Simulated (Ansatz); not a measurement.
# Compressing and expanding random rock-salt alloy of NbC and TiC (64 atoms), part 2 of 2

How stiff is random rock-salt alloy of NbC and TiC (64 atoms)?

Ansatz 0.2.0; Kohn-Sham DFT, LDA, PAW (set soft_1), plane waves.

So far. Step 2 (Single point at the start): The r.m.s. force at the start is 0.33 eV/Å. Step 3 (Cell and atoms relaxed): The relaxation converged after 23 steps, with a largest force component of 0.038 eV/Å.

### 4. Single point at the relaxed geometry

One more single point at the end of the walk gives the fuller output and checks the residual forces.

Contents of input.yaml:

```yaml
crystal:
  lattice:
    - [8.78557, -0.00118, 0.00423]
    - [-0.00118, 8.77991, 0.00176]
    - [0.00423, 0.00176, 8.79016]
  atoms:
    - { symbol: Nb, position: [0.99944, 0.00481, 0.99527] }
    - { symbol: C, position: [0.25194, 0.99913, 0.00064] }
    - { symbol: Nb, position: [0.00105, 0.25076, 0.24757] }
    - { symbol: C, position: [0.25698, 0.24966, 0.24958] }
    - { symbol: Nb, position: [0.25245, 0.00297, 0.2545] }
    - { symbol: C, position: [0.00021, 0.99798, 0.25017] }
    [... 52 atom lines left out ...]
    - { symbol: Ti, position: [0.50181, 0.74955, 0.74843] }
    - { symbol: C, position: [0.75035, 0.74819, 0.75194] }
    - { symbol: Ti, position: [0.75117, 0.50087, 0.74918] }
    - { symbol: C, position: [0.50392, 0.5029, 0.75023] }
    - { symbol: Nb, position: [0.7479, 0.75013, 0.50213] }
    - { symbol: C, position: [0.50134, 0.75399, 0.49989] }
kpoints:
  mp_grid: { grid: [2, 2, 2] }
hamiltonian:
  xc: lda
  pseudopotentials: { kind: paw, azcp: { folder: soft_1 }, xc_functional: pbe }
scf:
  occupations: { method: fermi_dirac, width: 0.025 }
output:
  forces: true
  stress: true
  populations: intrinsic
  dos:
    method: { smearing: { sigma: 0.08 } }
    de: 0.1
    projected: { site_lists: { C: [C], Nb: [Nb], Ti: [Ti] } }
  eigenvalues: true
  write_density: true
  write_potential: true
  volumetric_format: npy
  elf: true
```

On the command line:

```console
$ ansatz run input.yaml --threads 4 --pin off --max-ram 15872MiB --backend cpu --events-out ev --progress --plain --runs-dir out
```

Numbers of over 12 decimals in the logs are rounded to 6 here.

What it wrote:

```text
[...]
Crystal: 64 atoms, lattice volume = 678.042 Å³
Basis set: ecut = 420 eV, 13205 PW (Γ)
Bands: 332, of which v1, the nominal top of the filled ones, is band 268 counted from 1 (267 counted from 0)
Symmetry: 1 space group operations
[...]
k-points: 8
[...]
SCF iter   1: F=—  HF=-134114.768949 eV  |F-HF|=—  |Δ(HF+E_count)|=         —  Δρ=1.64e-1  dr2=2.92e2  ethr=3.10e-3  ⟨swp⟩=5.0  Hψ=8406  notcnv=0  defer=223
[...]
SCF iter  10: F=-134045.296090 eV  HF=-134045.296090 eV  |F-HF|=1.27e-8  |Δ(HF+E_count)|=   1.77e-8  Δρ=9.33e-7  dr2=1.42e-8  ethr=1.87e-11  ⟨swp⟩=14.4  Hψ=18636  notcnv=0
SCF 1 converged in 10 iterations: F = -134045.296090 eV  dr2 = 1.42e-8
[...]
SCF converged after 10 iterations
Free energy (F): -134045.296090 eV
[...]
Internal energy: -134045.235560 eV  (E = F + TS)
E sigma→0 (E₀):  -134045.265825 eV
Entropy (-TS):   -0.060531 eV (-0.946 meV/atom)
Fermi energy:    18.120476 eV
[...]
--- Forces (eV/Å), atoms counted from 1 ---
  atom   1  Nb     0.00294475    -0.01894203     0.00243545
  atom   2  C     -0.00024707     0.00003197     0.00093329
  atom   3  Nb    -0.00737956    -0.00659826    -0.00675284
  atom   4  C     -0.01116785     0.00779014    -0.01439889
  atom   5  Nb    -0.00806917    -0.00774589     0.00699809
  atom   6  C      0.00738700     0.01172193    -0.00822374
  atom   7  Nb    -0.00188232     0.01645909    -0.00418722
  atom   8  C      0.00969801     0.00657436     0.00176099
  atom   9  Nb     0.00677716    -0.03796269    -0.01487702
  atom  10  C      0.00069112     0.01252488     0.00349501
  atom  11  Nb    -0.00868378     0.00238972     0.00785916
  atom  12  C     -0.00814796     0.00737046     0.00784158
  atom  13  Nb     0.00514606     0.00454285    -0.00842979
  atom  14  C      0.01086883     0.01375265     0.00728165
[...]
atom  63  Nb     0.00039816     0.00140610     0.00235787
  atom  64  C      0.00617073    -0.00911683    -0.00454801
  max |Σ_I F_I| component: 5.75e-6 eV/Å
--- Stress (GPa, compression-positive) ---
       -0.018163       0.005345      -0.004671
        0.005345      -0.032833       0.004211
       -0.004671       0.004211       0.002433
  P = ⅓ Tr σ = -0.0162 GPa (-0.162 kbar)
--- Band table (eV; the first three rows and the last of 8) ---
[...]
--- intrinsic populations: 64 sites ---
  site symbol       q [e]
     0     Nb     12.3924
     1      C      4.6433
     2     Nb     12.4066
[...]
63      C      4.7170
  spilling = -0.000000 (of n_electrons = 536.000000)
```

Run time: 23 s. Hardware: 4 threads of AMD EPYC 9R45, shared host; peak memory 5 GiB; 89 s of CPU time.

Numbers from this run:

```
free energy                             : -134045.2961 eV
free energy per atom                    : -2094.4578 eV/atom
SCF cycles                              : 10
pressure                                : -0.01619 GPa
r.m.s. force component                  : 0.0086 eV/Å
longest force                           : 0.04133 eV/Å
Fermi energy                            : 18.12 eV
levels partly filled by over 2 per cent : 21
```

Intrinsic-atomic-orbital charges by element:

```tsv
element	coordination	atoms	mean charge (e)	spread	least	most
C	all	32	-0.673	0.0393	-0.751	-0.575
Nb	all	24	0.618	0.0226	0.574	0.660
Ti	all	8	0.838	0.0059	0.825	0.846
```

Charge against the make-up of the first shell:

```tsv
Nb neighbours of C	atoms	mean charge (e)
2	1	-0.751
3	4	-0.722
4	12	-0.691
5	8	-0.658
6	7	-0.622
```

Density of states as counts of states in windows of 1 eV (from the Fermi level), total and the larger projections:

```tsv
from (eV)	to (eV)	total	Nb d	C p	Ti d	C s
-14	-13	0.2	0.0	0.0	0.0	0.1
-13	-12	4.4	0.1	0.1	0.0	1.7
-12	-11	19.6	5.1	0.3	0.4	9.6
-11	-10	31.7	7.4	0.5	1.5	18.6
-10	-9	8.1	0.7	0.1	0.4	5.9
-9	-8	0.0	0.0	0.0	0.0	0.0
-8	-7	1.0	0.4	0.4	0.0	0.0
-7	-6	13.4	5.0	5.8	0.5	0.4
-6	-5	28.4	10.2	13.6	1.2	0.7
-5	-4	57.9	23.2	28.1	2.7	1.1
-4	-3	64.5	23.6	30.5	7.6	0.8
-3	-2	19.4	5.0	9.5	4.2	0.2
-2	-1	10.9	3.7	5.7	1.2	0.0
-1	0	19.4	9.8	6.5	2.4	0.2
0	1	22.2	10.8	5.7	4.6	0.5
1	2	39.3	19.5	7.7	10.7	0.6
```

The curve was stored every 0.10 eV, coarse against its broadening of 0.08 eV, so these counts are rough.

The stored curve holds about 279 of the 536 electrons; the rest, give or take the few that broadening carries across the Fermi level, lie in deeper levels below its range.

The levels nearest the highest filled one (over half full), pooled over k-points and spins:

```tsv
level less the highest filled one (eV)	occupation
-0.0282	1.66
-0.0276	1.65
-0.0145	1.47
-0.0111	1.42
-0.0013	1.25
0	1.22
0.0163	0.898
0.0167	0.89
0.022	0.787
0.0298	0.644
0.0423	0.447
0.0555	0.29
```

Electrostatic potential energy in the ac plane at fractional y = 0.000, with atoms of Nb and C and Ti within 0.2 Å of it. With pseudopotentials it is smooth inside the atoms' cores, unlike the true potential.

Ten even steps from '_' (-57 eV) to '@' (17 eV), each cell a mean:
```
__::++%%%%++::==%%@@**::____--##@@**----**@@##==__
--++##@@@@%%##%%@@@@%%++--==**%%@@@@####@@@@@@**==
##%%@@@@@@@@@@@@@@@@@@%%%%%%@@@@@@@@@@@@@@@@@@@@##
%%@@@@@@%%##**##%%@@@@@@%%@@@@@@@@##****##@@@@@@@@
==##@@@@**--::--**@@@@##++**%%@@%%==::..==##@@%%**
..==%%%%==______==%%%%++..::**@@##::____..**%%##::
::++%%%%==..__..++%%@@++::--##@@##--____::**@@##--
##%%@@@@##==--==##@@@@%%####@@@@%%**==--++%%@@@@%%
%%@@@@@@@@%%##%%@@@@@@@@@@@@@@@@@@@@%%%%%%@@@@@@%%
++**%%@@@@@@%%@@@@@@@@%%####%%@@@@@@%%%%@@@@@@%%**
..--**@@@@##==**@@@@##++====**%%@@%%++++%%@@%%++::
__..++%%%%==..::##@@**======++%%@@++....**@@##--__
__::**@@@@++::==%%@@##======++%%@@**----**@@%%==..
==++%%@@@@%%##%%@@@@%%**++++##@@@@@@####@@@@@@##++
%%%%@@@@@@@@%%@@@@@@@@@@%%%%@@@@@@@@@@@@@@@@@@@@%%
%%@@@@@@%%**++**%%@@@@@@%%@@@@@@@@##****##@@@@@@@@
==##@@@@**::..::++%%@@##==++%%@@##==....==##@@%%++
..==%%%%==..____==%%%%==..::**@@**::____::**@@##::
::++@@%%++::__..==%%@@**::--##@@##::____--##@@%%==
##%%@@@@##++==++##@@@@@@##%%@@@@%%**====**%%@@@@%%
@@@@@@@@@@%%%%%%@@@@@@@@%%@@@@@@@@%%%%%%%%@@@@@@@@
**##@@@@@@@@%%@@@@@@@@##++**##@@@@@@%%%%@@@@@@%%**
::--##@@@@**==**@@@@##--..::==%%@@%%++++%%@@%%++::
__..++%%%%--..::##%%++..____--##@@++....++@@##--__
```
Columns run along a (8.8 Å; values clipped at the 3rd and 97th percentile), rows up along c (8.8 Å). Atoms in or near the plane, at fractional coordinates: Nb at (0.00, 0.00), C at (0.25, 0.00), Nb at (0.25, 0.25), C at (0.00, 0.25), Nb at (0.00, 0.50), C at (0.25, 0.50), Nb at (0.25, 0.75), C at (0.00, 0.75), Nb at (0.50, 0.00), C at (0.75, 0.00), Nb at (0.75, 0.25), C at (0.50, 0.25), Ti at (0.50, 0.50), C at (0.75, 0.50) and more.

ELF in the ac plane at fractional y = 0.000, with atoms of Nb and C and Ti within 0.2 Å of it. It is the smooth field of the valence electrons, not physical close to the nuclei.

Values, 13 rows by 16 columns, each cell a mean:
```
0.59 0.46 0.44 0.66 0.55 0.64 0.32 0.64 0.61 0.45 0.47 0.65 0.57 0.62 0.33 0.64
0.42 0.32 0.26 0.36 0.40 0.30 0.26 0.38 0.42 0.30 0.27 0.38 0.40 0.29 0.28 0.39
0.54 0.64 0.33 0.64 0.62 0.44 0.47 0.66 0.55 0.64 0.32 0.64 0.60 0.48 0.47 0.65
0.42 0.63 0.38 0.62 0.51 0.52 0.49 0.58 0.40 0.66 0.36 0.64 0.51 0.53 0.48 0.58
0.47 0.40 0.25 0.38 0.43 0.27 0.33 0.49 0.51 0.42 0.23 0.37 0.41 0.26 0.33 0.46
0.61 0.41 0.41 0.68 0.64 0.65 0.23 0.50 0.58 0.26 0.48 0.69 0.65 0.58 0.28 0.60
0.46 0.56 0.46 0.55 0.27 0.68 0.33 0.70 0.68 0.46 0.54 0.49 0.32 0.65 0.39 0.63
0.48 0.28 0.37 0.58 0.60 0.55 0.22 0.35 0.42 0.20 0.42 0.61 0.60 0.50 0.23 0.42
0.61 0.52 0.24 0.48 0.54 0.32 0.40 0.66 0.65 0.56 0.25 0.47 0.52 0.28 0.39 0.62
0.28 0.65 0.39 0.63 0.42 0.57 0.50 0.53 0.29 0.66 0.42 0.60 0.45 0.55 0.50 0.50
0.63 0.59 0.25 0.54 0.60 0.35 0.44 0.68 0.64 0.60 0.28 0.57 0.60 0.34 0.43 0.67
0.40 0.24 0.32 0.49 0.51 0.42 0.23 0.38 0.43 0.27 0.34 0.49 0.50 0.41 0.23 0.35
0.53 0.51 0.48 0.57 0.36 0.65 0.38 0.63 0.50 0.54 0.50 0.56 0.40 0.65 0.37 0.63
```
Columns run along a (8.8 Å), rows up along c (8.8 Å). Atoms in or near the plane, at fractional coordinates: Nb at (0.00, 0.00), C at (0.25, 0.00), Nb at (0.25, 0.25), C at (0.00, 0.25), Nb at (0.00, 0.50), C at (0.25, 0.50), Nb at (0.25, 0.75), C at (0.00, 0.75), Nb at (0.50, 0.00), C at (0.75, 0.00), Nb at (0.75, 0.25), C at (0.50, 0.25), Ti at (0.50, 0.50), C at (0.75, 0.50) and more.

21 levels are partly filled, by over 2 % (on the run's k-points): no clear gap opens at this level. Mean intrinsic-atomic-orbital charges: C -0.67, Nb +0.62, Ti +0.84 e. The charge on C changes by +0.033 e for each Nb neighbour that takes the place of another kind, on average.

### 5. Volume -3 %

The relaxed cell is scaled evenly and the atoms are relaxed again; the stress at the end gives one point of P(V).

input.yaml, the sections that differ from step 4:

```yaml
crystal:
  lattice:
    - [8.69682, -0.00117, 0.00419]
    - [-0.00117, 8.69122, 0.00174]
    - [0.00419, 0.00174, 8.70136]
  atoms:
    [... the 64 atom lines of step 4 ...]
output:
  forces: true
  eigenvalues: true
  stress: true
relax:
  f_tol: 0.05
  max_steps: 70
# kpoints, hamiltonian, scf: as in step 4
```

What it wrote:

```text
Warning: output.stress: scf.convergence.dr2_threshold = 1e-7 eV (the SCF's general default) is looser than the 6.4e-9 eV advised for a printed stress (1e-10 eV for each atom of the cell: 64). What an SCF threshold leaves in a stress goes as its square root, and in the free energy as the threshold itself, and one threshold admits the most on a small cell: [...]
[...]
Crystal: 64 atoms, lattice volume = 657.701 Å³
Basis set: ecut = 420 eV, 12953 PW (Γ)
Bands: 332, of which v1, the nominal top of the filled ones, is band 268 counted from 1 (267 counted from 0)
Symmetry: 1 space group operations
[...]
k-points: 8
[...]
SCF iter   1: F=—  HF=-134114.646666 eV  |F-HF|=—  |Δ(HF+E_count)|=         —  Δρ=1.68e-1  dr2=2.90e2  ethr=3.10e-3  ⟨swp⟩=5.0  Hψ=8580  notcnv=0  defer=219
[...]
SCF iter   7: F=—  HF=-134044.654235 eV  |F-HF|=—  |Δ(HF+E_count)|=   3.40e-4  Δρ=1.07e-4  dr2=1.16e-4  ethr=3.30e-7  ⟨swp⟩=2.0  Hψ=3116  notcnv=0  defer=402
SCF iter   8: F=-134044.654212 eV  HF=-134044.654213 eV  |F-HF|=1.67e-6  |Δ(HF+E_count)|=   2.16e-5  Δρ=1.54e-5  dr2=2.28e-6  ethr=1.17e-8  ⟨swp⟩=9.1  Hψ=12696  notcnv=0
SCF 1 converged in 8 iterations: F = -134044.654212 eV  dr2 = 2.28e-6
[...]
relax step   1: F+E_penalty+E_count = -134044.65421167 eV  Δ(F+E_penalty+E_count) = +0.000e0 eV  max|allowed force component| = 1.082e-1 eV/Å  Δτ_max = 0.0000 Å  (8 SCF iters, dr2 threshold 6.25e-5 eV, accepted)
[...]
relax step   2: F+E_penalty+E_count = -134044.66045039 eV  Δ(F+E_penalty+E_count) = -6.239e-3 eV  max|allowed force component| = 5.273e-2 eV/Å  Δτ_max = 0.0056 Å  (6 SCF iters, accepted)
[...]
relax step   3: F+E_penalty+E_count = -134044.66188800 eV  Δ(F+E_penalty+E_count) = -1.438e-3 eV  max|allowed force component| = 3.455e-2 eV/Å  Δτ_max = 0.0050 Å  (6 SCF iters, accepted)
SCF converged after 6 iterations
Free energy (F): -134044.661888 eV
[...]
Internal energy: -134044.599996 eV  (E = F + TS)
E sigma→0 (E₀):  -134044.630942 eV
Entropy (-TS):   -0.061892 eV (-0.967 meV/atom)
Fermi energy:    18.753211 eV
[...]
Σ components = -134044.661888   (vs F -134044.661888, Δ=0.00e0)
--- Forces (eV/Å), atoms counted from 1 ---
  atom   1  Nb    -0.00115208    -0.00406921     0.00892103
  atom   2  C      0.00316655    -0.00192064    -0.00245423
  atom   3  Nb    -0.01200894     0.00013437    -0.00657054
  atom   4  C     -0.02157114     0.00221801     0.00217039
[...]
atom  64  C     -0.00273529    -0.00884410     0.00730519
  max |Σ_I F_I| component: 7.92e-6 eV/Å
--- Stress (GPa, compression-positive) ---
       10.214723       0.003696      -0.005524
        0.003696      10.272858      -0.004696
       -0.005524      -0.004696      10.274122
  P = ⅓ Tr σ = 10.2539 GPa (102.539 kbar)
--- Band table (eV; the first three rows and the last of 8) ---
[...]
--- Relaxed structure (3 steps of the walk, 3 accepted, 0 SCFs on fresh bases) ---
  F+E_penalty+E_count = -134044.66188800 eV   max|allowed force component| = 3.455e-2 eV/Å
  atoms:
    - { symbol: Nb, position: [0.999404, 0.00425182, 0.995820] }
    - { symbol: C, position: [0.251955, 0.999060, 0.000672517] }
    - { symbol: Nb, position: [0.000945251, 0.250686, 0.247827] }
    - { symbol: C, position: [0.257160, 0.249679, 0.249440] }
[...]
- { symbol: C, position: [0.501430, 0.754254, 0.499842] }
```

It took 36 s on 4 threads; peak memory 4.9 GiB.

The program notes that the SCF threshold is loose for the stress.

The relaxation converged after 3 steps, 0.00768 eV below its start, with a largest force component of 0.035 eV/Å.

Volume -3 %: the energy stands 0.634 eV above that of the reference, at a pressure of 10.3 GPa.

### 6. Volume +3 %

The relaxed cell is scaled to another volume.

Input and log are left out; they have the form of those shown for this kind of step.

The job ended after 26 s (4 threads of AMD EPYC 9R45, shared host; peak memory 5.1 GiB; 1.7 min of CPU time).

The relaxation converged after 2 steps, 0.00452 eV below its start, with a largest force component of 0.039 eV/Å.

Volume +3 %: the energy stands 0.577 eV above that of the reference, at a pressure of -8.85 GPa.

### 7. Volume -6 %

The relaxed cell is scaled to another volume.

input.yaml, the sections that differ from step 5:

```yaml
crystal:
  lattice:
    - [8.60622, -0.00116, 0.00414]
    - [-0.00116, 8.60068, 0.00172]
    - [0.00414, 0.00172, 8.61072]
  atoms:
    [... the 64 atom lines of step 4 ...]
# kpoints, hamiltonian, scf, output, relax: as in step 5
```

What it wrote:

```text
[...]
Crystal: 64 atoms, lattice volume = 637.360 Å³
Basis set: ecut = 420 eV, 12533 PW (Γ)
Bands: 332, of which v1, the nominal top of the filled ones, is band 268 counted from 1 (267 counted from 0)
Symmetry: 1 space group operations
[...]
k-points: 8
[...]
SCF iter   1: F=—  HF=-134113.137104 eV  |F-HF|=—  |Δ(HF+E_count)|=         —  Δρ=1.72e-1  dr2=2.88e2  ethr=3.10e-3  ⟨swp⟩=5.0  Hψ=8392  notcnv=0  defer=246
[...]
SCF iter   7: F=—  HF=-134042.594375 eV  |F-HF|=—  |Δ(HF+E_count)|=   3.36e-4  Δρ=1.08e-4  dr2=1.14e-4  ethr=3.23e-7  ⟨swp⟩=2.0  Hψ=3221  notcnv=0  defer=405
SCF iter   8: F=-134042.594350 eV  HF=-134042.594352 eV  |F-HF|=2.16e-6  |Δ(HF+E_count)|=   2.34e-5  Δρ=1.64e-5  dr2=2.74e-6  ethr=1.17e-8  ⟨swp⟩=9.0  Hψ=12491  notcnv=0
SCF 1 converged in 8 iterations: F = -134042.594350 eV  dr2 = 2.74e-6
[...]
relax step   1: F+E_penalty+E_count = -134042.59434989 eV  Δ(F+E_penalty+E_count) = +0.000e0 eV  max|allowed force component| = 2.093e-1 eV/Å  Δτ_max = 0.0000 Å  (8 SCF iters, dr2 threshold 6.25e-5 eV, accepted)
[...]
relax step   2: F+E_penalty+E_count = -134042.61711386 eV  Δ(F+E_penalty+E_count) = -2.276e-2 eV  max|allowed force component| = 9.082e-2 eV/Å  Δτ_max = 0.0088 Å  (6 SCF iters, dr2 threshold 2.74e-6 eV, accepted)
[...]
relax step   3: F+E_penalty+E_count = -134042.62170723 eV  Δ(F+E_penalty+E_count) = -4.593e-3 eV  max|allowed force component| = 5.117e-2 eV/Å  Δτ_max = 0.0070 Å  (6 SCF iters, accepted)
[...]
relax step   4: F+E_penalty+E_count = -134042.62383086 eV  Δ(F+E_penalty+E_count) = -2.124e-3 eV  max|allowed force component| = 4.925e-2 eV/Å  Δτ_max = 0.0071 Å  (6 SCF iters, accepted)
SCF converged after 6 iterations
Free energy (F): -134042.623831 eV
[...]
Internal energy: -134042.561938 eV  (E = F + TS)
E sigma→0 (E₀):  -134042.592884 eV
Entropy (-TS):   -0.061893 eV (-0.967 meV/atom)
Fermi energy:    19.425662 eV
[...]
Σ components = -134042.623831   (vs F -134042.623831, Δ=0.00e0)
--- Forces (eV/Å), atoms counted from 1 ---
  atom   1  Nb     0.00225791    -0.00073186     0.02985861
  atom   2  C      0.00268510    -0.00096507    -0.00513340
  atom   3  Nb    -0.01509868     0.00448315    -0.02247171
  atom   4  C     -0.03083782    -0.00288099     0.00626323
[...]
atom  64  C     -0.00262362    -0.00186348     0.00288004
  max |Σ_I F_I| component: 1.18e-5 eV/Å
--- Stress (GPa, compression-positive) ---
       22.118879       0.010911      -0.006824
        0.010911      22.345160      -0.018225
       -0.006824      -0.018225      22.219542
  P = ⅓ Tr σ = 22.2279 GPa (222.279 kbar)
--- Band table (eV; the first three rows and the last of 8) ---
[...]
--- Relaxed structure (4 steps of the walk, 4 accepted, 0 SCFs on fresh bases) ---
  F+E_penalty+E_count = -134042.62383086 eV   max|allowed force component| = 4.925e-2 eV/Å
  atoms:
    - { symbol: Nb, position: [0.999380, 0.00372849, 0.996365] }
    - { symbol: C, position: [0.252017, 0.999090, 0.00064602] }
    - { symbol: Nb, position: [0.000755888, 0.250633, 0.248119] }
    - { symbol: C, position: [0.257176, 0.249741, 0.249560] }
[...]
- { symbol: C, position: [0.501355, 0.754462, 0.499905] }
```

The job ended after 44 s (4 threads; peak memory 4.7 GiB; 2.9 min of CPU time).

The relaxation converged after 4 steps, 0.0295 eV below its start, with a largest force component of 0.049 eV/Å.

Volume -6 %: the energy stands 2.67 eV above that of the reference, at a pressure of 22.2 GPa.

### 8. Volume +6 %

The relaxed cell is scaled to another volume.

Input and log are left out; they have the form of those shown for this kind of step.

Elapsed: 39 s, on 4 threads of AMD EPYC 9R45, shared host; peak memory 5.2 GiB.

The relaxation converged after 3 steps, 0.0211 eV below its start, with a largest force component of 0.037 eV/Å.

Volume +6 %: the energy stands 2.19 eV above that of the reference, at a pressure of -16.4 GPa.

### 9. Volume -10 %

The relaxed cell is scaled to another volume.

Input and log are left out; they have the form of those shown for this kind of step.

The job ended after 2.3 min (4 threads of AMD EPYC 9R45, shared host; peak memory 4.6 GiB; 9.1 min of CPU time).

The relaxation converged after 13 steps, 0.0919 eV below its start, with a largest force component of 0.045 eV/Å.

Volume -10 %: the energy stands 7.99 eV above that of the reference, at a pressure of 41.5 GPa.

### 10. Pressure against volume

Atoms are relaxed at each volume, in the scaled cell.

```tsv
volume change (%)	volume (Å³/atom)	energy change (meV/atom)	pressure (GPa)	largest move on relaxing (Å)	bonds
-10	9.535	124.89	41.48	0.05	192
-6	9.959	41.75	22.23	0.02	192
-3	10.277	9.91	10.25	0.01	192
+0	10.594	0.00	-0.02	-	192
+3	10.912	9.02	-8.85	0.01	192
+6	11.230	34.19	-16.35	0.01	192
```

### 11. What came out

The bulk modulus, from the slope of pressure against ln V over the three points nearest the relaxed volume, is 318 GPa; a quadratic over all points gives a pressure derivative of about 4.5.

Caveats: Strains are finite and relaxations stop at the force tolerance of the input, which can leave moduli too stiff; they are those of a static cell at zero temperature. Volumes are changed with the cell's shape held, so in an anisotropic solid the modulus lies over the one under free hydrostatic load. The program notes that the SCF threshold of the relaxations is loose for the stress. The host structure and its lattice constant were typed by rule, without a check against the phase diagram.

The DFT runs together took 9.6 min of wall time.

[Logs are printed without paths, hosts, clocks, repeated set-up lines and the standing remarks that a program may print on its own settings, such as how far it seeks lower states.]

[Hosts, paths, dates, database ids (printed as entryN), source tags and the programs' standing remarks are cut or masked in the printed files.]
